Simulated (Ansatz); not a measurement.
**Work function of Ti(0001): what the settings cost and change**

Aim: the work function of Ti(0001) across levels of theory at one geometry.

Method: plane-wave DFT, PBE, Ansatz PAW, in the first sound run; inputs show where later runs differ, in Ansatz 0.2.0.

## 1. Starting point

The cell holds 7 atoms: 7 Ti. Its edges and angles: a = 2.950 Å, b = 2.950 Å, c = 32.054 Å, α = 90.0°, β = 90.0°, γ = 60.0°. Vacuum lies along c.

## 2. Slab, setting PBE, Ansatz PAW (420 eV)

A work function rests on the faint tail of the density, so the SCF threshold is tight. PBE on the default files comes first; the next runs keep the geometry and change functional or files, each at the cutoff that its files recommend; a relaxation and, for heavy metals, spin-orbit coupling close the ladder.

Contents of input.yaml:

```yaml
crystal:
  lattice:
    - [2.95, 0.0, 0.0]
    - [1.475, 2.5547749412, 0.0]
    - [0.0, 0.0, 32.0538]
  atoms:
    - { symbol: Ti, position: [0.0, 0.0, 0.2807779421] }
    - { symbol: Ti, position: [0.6666666667, 0.6666666667, 0.3538519614] }
    - { symbol: Ti, position: [0.0, 0.0, 0.4269259807] }
    - { symbol: Ti, position: [0.6666666667, 0.6666666667, 0.5] }
    - { symbol: Ti, position: [0.0, 0.0, 0.5730740193] }
    - { symbol: Ti, position: [0.6666666667, 0.6666666667, 0.6461480386] }
    - { symbol: Ti, position: [0.0, 0.0, 0.7192220579] }
kpoints:
  mp_grid: { grid: [16, 16, 1] }
hamiltonian:
  xc: pbe
scf:
  occupations: { method: fermi_dirac, width: 0.1 }
  convergence: { dr2_threshold: 1.0e-09 }
efield:
  axis: 3
  dipole_correction: true
  ramp_position: 0.97
  ramp_width: 0.06
output:
  write_potential: true
  write_density: true
  volumetric_format: npy
  elf: true
```

Started as:

```
> ansatz run input.yaml --threads 2 --pin off --max-ram 3072MiB --backend cpu --events-out ev --progress --plain --runs-dir out
```

Numbers of over 12 decimals in the logs are rounded to 6 here.

Output:

```text
Engine: ansatz 0.2.0, aarch64-unknown-linux-gnu
Pseudopotentials: kind: paw
Pseudopotential: Ti, paw, valence charge 12, recommended cutoff 420 eV (normal), Ti.paw.azcp
Functional definition: PBE
  parameter kappa = 0.804
  parameter beta = 0.066725
  exchange = pbe_x(kappa = kappa, mu = beta*pi^2/3)
  correlation = pbe_c(beta = beta)
Crystal: 7 atoms, lattice volume = 241.576 Å³
Basis set: ecut = 420 eV, 4655 PW (Γ)
Bands: 51, of which v1, the nominal top of the filled ones, is band 42 counted from 1 (41 counted from 0)
Symmetry: 6 space group operations
k-points: 30 of 256 (time reversal used)
Non-local potential: Ti, projectors of the file, l = 0: 3, l = 1: 2, l = 2: 3, l = 3: 1
PAW form: soft (Blöchl's): semilocal exchange-correlation on the pseudo side does not see the compensation charge
PAW one-centre angular grid: Ti, 590 points (default); XC on 64 Gauss nodes
Initial density: superposition of atomic densities (neutral atoms: chi_scale 0, normalization atom), corrected by the library's trained network
Initial wavefunctions: pseudopotential atomic-orbital guess
Functional: x = pbe(κ = 0.804, μ = 0.219515), c = pbe(β = 0.066725)
SCF iter   1: F=—  HF=-17495.924235 eV  |F-HF|=—  |Δ(HF+E_count)|=         —  Δρ=1.10e-2  dr2=6.84e0  ethr=1.77e-3  p=0.000 e·Å  D=1.58e-13 V/Å  ΔV_dip=-0.00 eV  dr2_dipole=4.08e-6  V_vac-E_F(+/−)=4.15/4.14 eV  ⟨swp⟩=9.2  Hψ=7023  notcnv=0
efield: sawtooth ramp at fractional position 0.9700 (set: `efield.ramp_position`, or a place that a band, a saddle search or an elastic batch's reference lends), width 0.0600; the density the first Hamiltonian is built on has a dipole p = 0.000 e·Å; the dipole correction subtracts the counter field D = 1.58e-13 V/Å, which shifts the + side's vacuum level by -0.00 eV against the − side's; the planar-averaged density in the ramp window peaks in size at 4.8e-5 e/Å³
preconditioner: auto → LDOS  [metal: Δε(μ)=0.024 eV  Ē_g=2.205 eV  σ=0.100 eV  W_gap=0.06  n_scr=22 (ndim 8)  ℏωp=12.6 eV  f_vac=0.440  D(μ)=12.27/eV (n_scr^D=144)  β→1.0]
SCF iter   2: F=—  HF=-17495.872154 eV  |F-HF|=—  |Δ(HF+E_count)|=   5.21e-2  Δρ=2.38e-3  dr2=3.14e-2  ethr=1.77e-3  p=0.000 e·Å  D=4.45e-6 V/Å  ΔV_dip=-0.00 eV  dr2_dipole=2.51e-6  V_vac-E_F(+/−)=4.36/4.36 eV  ⟨swp⟩=1.1  Hψ=1788  notcnv=0
SCF iter   3: F=—  HF=-17495.871431 eV  |F-HF|=—  |Δ(HF+E_count)|=   7.23e-4  Δρ=9.18e-4  dr2=6.30e-3  ethr=3.73e-5  p=-0.000 e·Å  D=-1.37e-6 V/Å  ΔV_dip=0.00 eV  dr2_dipole=1.17e-7  V_vac-E_F(+/−)=4.38/4.38 eV  ⟨swp⟩=2.2  Hψ=2070  notcnv=0
SCF iter   4: F=—  HF=-17495.871132 eV  |F-HF|=—  |Δ(HF+E_count)|=   2.98e-4  Δρ=1.63e-4  dr2=8.31e-5  ethr=7.50e-6  p=-0.000 e·Å  D=-1.25e-6 V/Å  ΔV_dip=0.00 eV  dr2_dipole=8.91e-10  V_vac-E_F(+/−)=4.39/4.39 eV  ⟨swp⟩=2.3  Hψ=1923  notcnv=0
SCF iter   5: F=—  HF=-17495.871188 eV  |F-HF|=—  |Δ(HF+E_count)|=   5.59e-5  Δρ=7.95e-5  dr2=2.23e-5  ethr=9.89e-8  p=-0.000 e·Å  D=-5.76e-7 V/Å  ΔV_dip=0.00 eV  dr2_dipole=3.73e-12  V_vac-E_F(+/−)=4.40/4.40 eV  ⟨swp⟩=4.3  Hψ=3723  notcnv=0
SCF iter   6: F=—  HF=-17495.871201 eV  |F-HF|=—  |Δ(HF+E_count)|=   1.24e-5  Δρ=2.81e-5  dr2=4.98e-6  ethr=2.65e-8  p=-0.000 e·Å  D=-3.69e-7 V/Å  ΔV_dip=0.00 eV  dr2_dipole=1.80e-12  V_vac-E_F(+/−)=4.41/4.41 eV  ⟨swp⟩=2.4  Hψ=2731  notcnv=0
SCF iter   7: F=—  HF=-17495.871345 eV  |F-HF|=—  |Δ(HF+E_count)|=   1.45e-4  Δρ=1.06e-5  dr2=1.38e-6  ethr=5.93e-9  p=-0.000 e·Å  D=-2.68e-7 V/Å  ΔV_dip=0.00 eV  dr2_dipole=1.19e-11  V_vac-E_F(+/−)=4.41/4.41 eV  ⟨swp⟩=2.5  Hψ=2380  notcnv=0
SCF iter   8: F=—  HF=-17495.871346 eV  |F-HF|=—  |Δ(HF+E_count)|=   1.66e-7  Δρ=3.45e-6  dr2=4.90e-8  ethr=1.65e-9  p=-0.000 e·Å  D=-1.09e-7 V/Å  ΔV_dip=0.00 eV  dr2_dipole=4.41e-14  V_vac-E_F(+/−)=4.41/4.41 eV  ⟨swp⟩=2.0  Hψ=1866  notcnv=0
SCF iter   9: F=—  HF=-17495.871346 eV  |F-HF|=—  |Δ(HF+E_count)|=   6.34e-8  Δρ=1.39e-6  dr2=6.60e-9  ethr=5.83e-11  p=-0.000 e·Å  D=-5.06e-8 V/Å  ΔV_dip=0.00 eV  dr2_dipole=1.69e-13  V_vac-E_F(+/−)=4.41/4.41 eV  ⟨swp⟩=5.3  Hψ=3664  notcnv=1
SCF iter  10: F=-17495.871346 eV  HF=-17495.871346 eV  |F-HF|=2.91e-10  |Δ(HF+E_count)|=   4.99e-9  Δρ=4.29e-7  dr2=7.89e-10  ethr=1.19e-12  p=-0.000 e·Å  D=-2.57e-8 V/Å  ΔV_dip=0.00 eV  dr2_dipole=1.07e-14  V_vac-E_F(+/−)=4.41/4.41 eV  ⟨swp⟩=6.3  Hψ=3681  notcnv=0
SCF 1 converged in 10 iterations: F = -17495.871346 eV  dr2 = 7.89e-10
  greatest PAW one-centre occupation: 0.999 electrons in one spin orbital (limit 2), on the Ti atom at site 4 (counted from 0), in its partial waves of l = 0
WARN: The output density's exchange-correlation potential varies sharply where the density is thin. Do not read a vacuum level from v_tot or v_xc, or from such a field of the output density. On a cell that repeats whose density bears no net charge and no dipole along the vacuum's axis use v_es (v_loc + v_h of the components); under efield.dipole_correction with no amplitude use v_es + v_field, which holds any externa [...]
SCF converged after 10 iterations
Free energy (F): -17495.871346 eV
Harris-Foulkes:  -17495.871346 eV  (|F-HF|=2.91e-10)
Internal energy: -17495.481834 eV  (E = F + TS)
E sigma→0 (E₀):  -17495.676590 eV
Entropy (-TS):   -0.389511 eV (-55.644 meV/atom)
Fermi energy:    4.660878 eV
Dipole field:    D = -0.000000 V/Å  (p = -0.000000 e·Å, saw-weighted, corrected)
Work function:   Φ+ = 4.4094 eV   Φ− = 4.4094 eV
Levels:          The Fermi level and band energies are counted from a zero that moves with the ramp; work functions are not
--- Per-component energies (eV) ---
  E_band       = -1832.733772
  E_kinetic    = 1900.184992
  E_local      = -115339.871216  (includes V_loc(G=0)·N_el)
  E_nonlocal   = 58.355906
  E_hartree    = 56796.577462
  E_xc         = -678.455254
  E_vxc        = -848.375676  (∫ρ·V_xc dr)
  E_paw        = -7333.096207  (= ΣΔE_a)
  E_vpaw       = -1196.189368  (= ΣTr[D̂ρ^β])
  E_aug_tail   = 0.000835  (compensation charges beyond the density's cutoff)
  E_efield     = 0.000000  (sawtooth field / dipole correction)
  E_vefield    = 0.000000  (∫n·V_field dr)
  E_ewald      = 47100.821647
  E_smearing   = -0.389511  (= −TS)
  E_closure    = -0.000000  (closes the sum)
  Σ components = -17495.871346   (vs F -17495.871346, Δ=0.00e0)
--- Band table (eV; the first three rows and the last of 30) ---
  k-point 0: bands = [... 38 lower, 4.9348, 5.0763, 5.2613, 5.3221, 5.3287, 5.3287, 5.3491, 5.3491, ... 5 higher]
  k-point 1: bands = [... 38 lower, 4.8569, 4.9973, 5.1014, 5.2295, 5.2305, 5.2839, 5.3196, 5.3886, ... 5 higher]
  k-point 2: bands = [... 38 lower, 4.6230, 4.7554, 4.9159, 4.9829, 5.0148, 5.0970, 5.2307, 5.4038, ... 5 higher]
  k-point 29: bands = [... 38 lower, 3.6754, 3.9951, 4.0333, 4.4411, 4.5462, 4.6264, 4.7631, 4.7820, ... 5 higher]
```

The job ended after 63 s (2 threads of Arm Neoverse N1, shared host; peak memory 0.65 GiB).

The column dr2 measures how far the density is from self-consistency, as an energy; F and HF (Harris–Foulkes) agree once it is small.

Numbers from this step:

| Property | Result |
| --- | --- |
| energy at zero smearing | -17495.6766 eV |
| work function, upper face | 4.409 eV |

Running mean over 2.3423 Å of the planar mean; the ramp of the sawtooth is left out. The electron's electrostatic potential energy less the Fermi level by z:

z (Å), electron's electrostatic potential energy less the Fermi level (eV) and a bar from the least value:
```
      3.5       4.41 ##############################
      4.0       4.41 ##############################
      4.5       4.40 ##############################
      5.0       4.39 ##############################
      5.5       4.35 ##############################
      6.0       4.23 ##############################
      6.5       3.87 #############################
      7.0       2.88 ##########################
      7.5       0.37 ###################
      8.0      -3.14 ##########
      8.5      -5.87 ##
      9.0      -6.73 
      9.5      -6.70 
     10.0      -6.59 
     10.5      -6.56 #
     11.0      -6.59 
     11.5      -6.63 
     12.0      -6.66 
     12.5      -6.66 
     13.0      -6.65 
     13.5      -6.65 
     14.0      -6.66 
     14.5      -6.67 
     15.0      -6.68 
     15.5      -6.68 
     16.0      -6.68 
     16.5      -6.68 
     17.0      -6.68 
     17.5      -6.67 
     18.0      -6.66 
     18.5      -6.65 
     19.0      -6.65 
     19.5      -6.66 
     20.0      -6.66 
     20.5      -6.63 
     21.0      -6.59 
     21.5      -6.56 #
     22.0      -6.58 
     22.5      -6.69 
     23.0      -6.76 
     23.5      -6.04 ##
     24.0      -3.50 #########
     24.5       0.02 ##################
     25.0       2.69 #########################
     25.5       3.81 ############################
     26.0       4.20 #############################
     26.5       4.34 ##############################
     27.0       4.39 ##############################
     27.5       4.40 ##############################
     28.0       4.41 ##############################
     28.5       4.41 ##############################
```

Valence density in the ca plane at fractional y = 0.000, with atoms of Ti within 0.2 Å of it. It is the smooth field of the valence electrons, not physical close to the nuclei.

Values in units of 1e0 e/Å³, 5 rows by 16 columns, each cell a mean:
```
0.2 4.3 2.3 0.2 0.2 0.5 5.5 0.8 0.2 0.2 1.7 4.9 0.2 0.0 0.0 0.0
0.2 0.4 0.3 0.2 0.3 0.2 0.5 0.2 0.3 0.3 0.3 0.4 0.1 0.0 0.0 0.0
0.2 0.2 0.2 0.3 0.5 0.2 0.2 0.2 0.4 0.3 0.2 0.2 0.1 0.0 0.0 0.0
0.2 1.1 0.6 0.2 0.3 0.2 1.3 0.3 0.2 0.2 0.5 1.2 0.1 0.0 0.0 0.0
0.3 5.9 3.2 0.2 0.2 0.7 7.5 1.2 0.2 0.2 2.3 6.7 0.2 0.0 0.0 0.0
```
Columns run along c (16.0 Å, from fractional 0.38 to 0.88 of the cell), rows up along a (3.0 Å). Atoms in or near the plane, at fractional coordinates: Ti at (0.43, 0.00), Ti at (0.57, 0.00), Ti at (0.72, 0.00).

ELF in the ca plane at fractional y = 0.000, with atoms of Ti within 0.2 Å of it. It is the smooth field of the valence electrons, not physical close to the nuclei.

Ten even steps from '0' (0.00) to '9' (0.73), each cell a mean:
```
74375583478887438557347878843755830010000000
44237742343334424774244333542477411111000000
23322223421212332222342121243222224432100000
13653346412421464334641232146433456642100000
13532234412321353223541232145322245542100000
34224422332223322442243222342244212221000000
64267762366566426776246556742677720111000000
84483284489998448227448999943722830000000000
```
Columns run along c (16.0 Å, from fractional 0.38 to 0.88 of the cell), rows up along a (3.0 Å). Atoms in or near the plane, at fractional coordinates: Ti at (0.43, 0.00), Ti at (0.57, 0.00), Ti at (0.72, 0.00).

Electrostatic potential energy in the ca plane at fractional y = 0.000, with atoms of Ti within 0.2 Å of it. With pseudopotentials it is smooth inside the atoms' cores, unlike the true potential.

Values in eV, 5 rows by 16 columns, each cell a mean:
```
  3 -27 -18   5   5  -4 -30  -7   5   5 -14 -29   0   8   9   9
  3  -4   0   1  -3   3  -6   3  -2   0   1  -5   5   9   9   9
  3   4   5  -2  -8   5   3   5  -7  -3   5   3   7   9   9   9
  3 -12  -6   3   1   1 -15   0   1   2  -4 -14   4   8   9   9
  2 -29 -21   5   6  -6 -33 -10   6   6 -17 -31  -1   8   9   9
```
Columns run along c (16.0 Å, from fractional 0.38 to 0.88 of the cell; values clipped at the 3rd and 97th percentile), rows up along a (3.0 Å). Atoms in or near the plane, at fractional coordinates: Ti at (0.43, 0.00), Ti at (0.57, 0.00), Ti at (0.72, 0.00).

The work function is 4.409 eV.

## 3. Run

This step: plane-wave DFT, LDA, Ansatz PAW (Ansatz 0.2.0).

Changes to input.yaml since step 2:

```diff
@@ -16,3 +16,3 @@
 hamiltonian:
-  xc: pbe
+  xc: lda
 scf:
@@ -29,2 +29 @@
   volumetric_format: npy
-  elf: true
```

Output:

```text
[...]
Crystal: 7 atoms, lattice volume = 241.576 Å³
Basis set: ecut = 420 eV, 4655 PW (Γ)
Bands: 51, of which v1, the nominal top of the filled ones, is band 42 counted from 1 (41 counted from 0)
Symmetry: 6 space group operations
k-points: 30 of 256 (time reversal used)
[...]
k-point 0: bands = [... 38 lower, 4.6917, 4.8761, 5.0176, 5.0469, 5.0469, 5.0681, 5.0681, 5.1353, ... 5 higher]
  k-point 1: bands = [... 38 lower, 4.6336, 4.7554, 4.9031, 4.9544, 4.9742, 5.0060, 5.0495, 5.1070, ... 5 higher]
  k-point 2: bands = [... 38 lower, 4.3992, 4.5440, 4.6423, 4.7117, 4.7470, 4.8253, 4.9573, 5.1305, ... 5 higher]
  k-point 29: bands = [... 38 lower, 3.4304, 3.7540, 3.7801, 4.2188, 4.3048, 4.3838, 4.5140, 4.5304, ... 5 higher]
[key lines of the parts left out:]
SCF converged after 10 iterations
Free energy (F): -17149.695903 eV
Fermi energy:    4.408611 eV
Dipole field:    D = 0.000000 V/Å  (p = 0.000000 e·Å, saw-weighted, corrected)
Work function:   Φ+ = 4.5930 eV   Φ− = 4.5931 eV
```

It took 63 s on 2 threads; peak memory 0.65 GiB; 1.8 min of CPU time.

The work function is 4.593 eV, +0.184 eV from the run “PBE, Ansatz PAW (420 eV)”, at 1.00 times its CPU time.

## 4. Slab

This step: plane-wave DFT, PBEsol, Ansatz PAW (Ansatz 0.2.0).

Changes to input.yaml since step 3:

```diff
@@ -16,3 +16,3 @@
 hamiltonian:
-  xc: lda
+  xc: pbesol
 scf:
```

Output:

```text
[...]
Crystal: 7 atoms, lattice volume = 241.576 Å³
Basis set: ecut = 420 eV, 4655 PW (Γ)
Bands: 51, of which v1, the nominal top of the filled ones, is band 42 counted from 1 (41 counted from 0)
Symmetry: 6 space group operations
k-points: 30 of 256 (time reversal used)
[...]
k-point 0: bands = [... 38 lower, 4.8411, 4.9825, 5.1697, 5.2275, 5.2275, 5.2285, 5.2493, 5.2493, ... 5 higher]
  k-point 1: bands = [... 38 lower, 4.7630, 4.9006, 5.0093, 5.1310, 5.1319, 5.1822, 5.2212, 5.2876, ... 5 higher]
  k-point 2: bands = [... 38 lower, 4.5267, 4.6601, 4.8159, 4.8846, 4.9144, 4.9957, 5.1310, 5.3062, ... 5 higher]
  k-point 29: bands = [... 38 lower, 3.5724, 3.8988, 3.9325, 4.3499, 4.4481, 4.5298, 4.6670, 4.6869, ... 5 higher]
[key lines of the parts left out:]
SCF converged after 11 iterations
Free energy (F): -17315.173219 eV
Fermi energy:    4.561869 eV
Dipole field:    D = 0.000000 V/Å  (p = 0.000000 e·Å, saw-weighted, corrected)
Work function:   Φ+ = 4.4810 eV   Φ− = 4.4809 eV
```

Run time: 62 s. Hardware: 2 threads; peak memory 0.65 GiB; 1.8 min of CPU time.

The work function is 4.481 eV, +0.072 eV from the run “PBE, Ansatz PAW (420 eV)”, at 1.0 times its CPU time.

## 5. Slab

This step: plane-wave DFT, RPBE, Ansatz PAW (Ansatz 0.2.0).

Changes to input.yaml since step 4:

```diff
@@ -16,3 +16,3 @@
 hamiltonian:
-  xc: pbesol
+  xc: rpbe
 scf:
```

Output:

```text
[...]
Crystal: 7 atoms, lattice volume = 241.576 Å³
Basis set: ecut = 420 eV, 4655 PW (Γ)
Bands: 51, of which v1, the nominal top of the filled ones, is band 42 counted from 1 (41 counted from 0)
Symmetry: 6 space group operations
k-points: 30 of 256 (time reversal used)
[...]
k-point 0: bands = [... 38 lower, 5.0440, 5.1735, 5.3557, 5.4267, 5.4515, 5.4515, 5.4718, 5.4718, ... 5 higher]
  k-point 1: bands = [... 38 lower, 4.9593, 5.1095, 5.1912, 5.3484, 5.3503, 5.4057, 5.4400, 5.5113, ... 5 higher]
  k-point 2: bands = [... 38 lower, 4.7282, 4.8568, 5.0375, 5.1044, 5.1339, 5.2167, 5.3518, 5.5246, ... 5 higher]
  k-point 29: bands = [... 38 lower, 3.7874, 4.1056, 4.1491, 4.5426, 4.6553, 4.7364, 4.8733, 4.8909, ... 5 higher]
[key lines of the parts left out:]
SCF converged after 10 iterations
Free energy (F): -17526.615779 eV
Fermi energy:    4.774103 eV
Dipole field:    D = 0.000000 V/Å  (p = 0.000000 e·Å, saw-weighted, corrected)
Work function:   Φ+ = 4.2980 eV   Φ− = 4.2980 eV
```

It took 60 s on 2 threads; peak memory 0.65 GiB; 1.7 min of CPU time.

The work function is 4.298 eV, -0.111 eV from the run “PBE, Ansatz PAW (420 eV)”, at 0.94 times its CPU time.

## 6. Run

This step: plane-wave DFT, r2SCAN, Ansatz PAW (Ansatz 0.2.0).

Changes to input.yaml since step 5:

```diff
@@ -16,3 +16,3 @@
 hamiltonian:
-  xc: rpbe
+  xc: r2scan
 scf:
```

Output:

```text
[...]
Crystal: 7 atoms, lattice volume = 241.576 Å³
Basis set: ecut = 500 eV, 6261 PW (Γ), exchange–correlation on 96×96×960 points (64 copies of the dense FFT grid, shifted against one another)
Bands: 51, of which v1, the nominal top of the filled ones, is band 42 counted from 1 (41 counted from 0)
Symmetry: 6 space group operations
[...]
k-point 0: bands = [... 38 lower, 4.8252, 5.0111, 5.0709, 5.3251, 5.3866, 5.3866, 5.4046, 5.4046, ... 5 higher]
  k-point 1: bands = [... 38 lower, 4.7291, 4.9211, 4.9877, 5.2608, 5.2655, 5.3378, 5.3630, 5.4496, ... 5 higher]
  k-point 2: bands = [... 38 lower, 4.5287, 4.6560, 4.9377, 5.0018, 5.0363, 5.1262, 5.2671, 5.4511, ... 5 higher]
  k-point 29: bands = [... 38 lower, 3.5696, 3.8836, 3.9700, 4.3009, 4.4729, 4.5664, 4.7137, 4.7279, ... 5 higher]
[key lines of the parts left out:]
SCF converged after 12 iterations
Free energy (F): -17528.544605 eV
Fermi energy:    4.624089 eV
Dipole field:    D = -0.000000 V/Å  (p = -0.000000 e·Å, saw-weighted, corrected)
Work function:   Φ+ = 4.5187 eV   Φ− = 4.5187 eV
```

It took 2.1 min on 2 threads; peak memory 1.1 GiB; 3.7 min of CPU time.

The work function is 4.519 eV, +0.109 eV from the run “PBE, Ansatz PAW (420 eV)”, at 2.0 times its CPU time.

## 7. Slab

This step: plane-wave DFT, PBE, JTH PAW (Ansatz 0.2.0).

Changes to input.yaml since step 6:

```diff
@@ -16,3 +16,4 @@
 hamiltonian:
-  xc: r2scan
+  xc: pbe
+  pseudopotentials: { kind: paw, source: jth }
 scf:
```

Output:

```text
[...]
k-point 0: bands = [... 38 lower, 5.0609, 5.2061, 5.3908, 5.4521, 5.4521, 5.4526, 5.4724, 5.4724, ... 5 higher]
  k-point 1: bands = [... 38 lower, 4.9852, 5.1227, 5.2345, 5.3528, 5.3549, 5.4076, 5.4434, 5.5121, ... 5 higher]
  k-point 2: bands = [... 38 lower, 4.7503, 4.8849, 5.0388, 5.1057, 5.1387, 5.2210, 5.3546, 5.5273, ... 5 higher]
  k-point 29: bands = [... 38 lower, 3.7993, 4.1199, 4.1564, 4.5701, 4.6733, 4.7528, 4.8887, 4.9082, ... 5 higher]
[key lines of the parts left out:]
SCF converged after 13 iterations
Free energy (F): -17493.973303 eV
Fermi energy:    4.785845 eV
Dipole field:    D = 0.000000 V/Å  (p = 0.000000 e·Å, saw-weighted, corrected)
Work function:   Φ+ = 4.4075 eV   Φ− = 4.4075 eV
```

Run time: 5.4 min. Hardware: 2 threads; peak memory 2.3 GiB; 9.6 min of CPU time.

The work function is 4.408 eV, -0.002 eV from the run “PBE, Ansatz PAW (420 eV)”, at 5.3 times its CPU time.

(Part 1 of 2 ends here.)

[Logs are printed without paths, hosts, clocks, repeated set-up lines and the standing remarks that a program may print on its own settings, such as how far it seeks lower states.]

[Hosts, paths, dates, database ids (printed as entryN), source tags and the programs' standing remarks are cut or masked in the printed files.]

[Maps of the electrostatic potential energy from Ansatz leave out the sawtooth potential of an applied field or a dipole correction, so their vacuum need not be flat; planar profiles and work functions include it.]
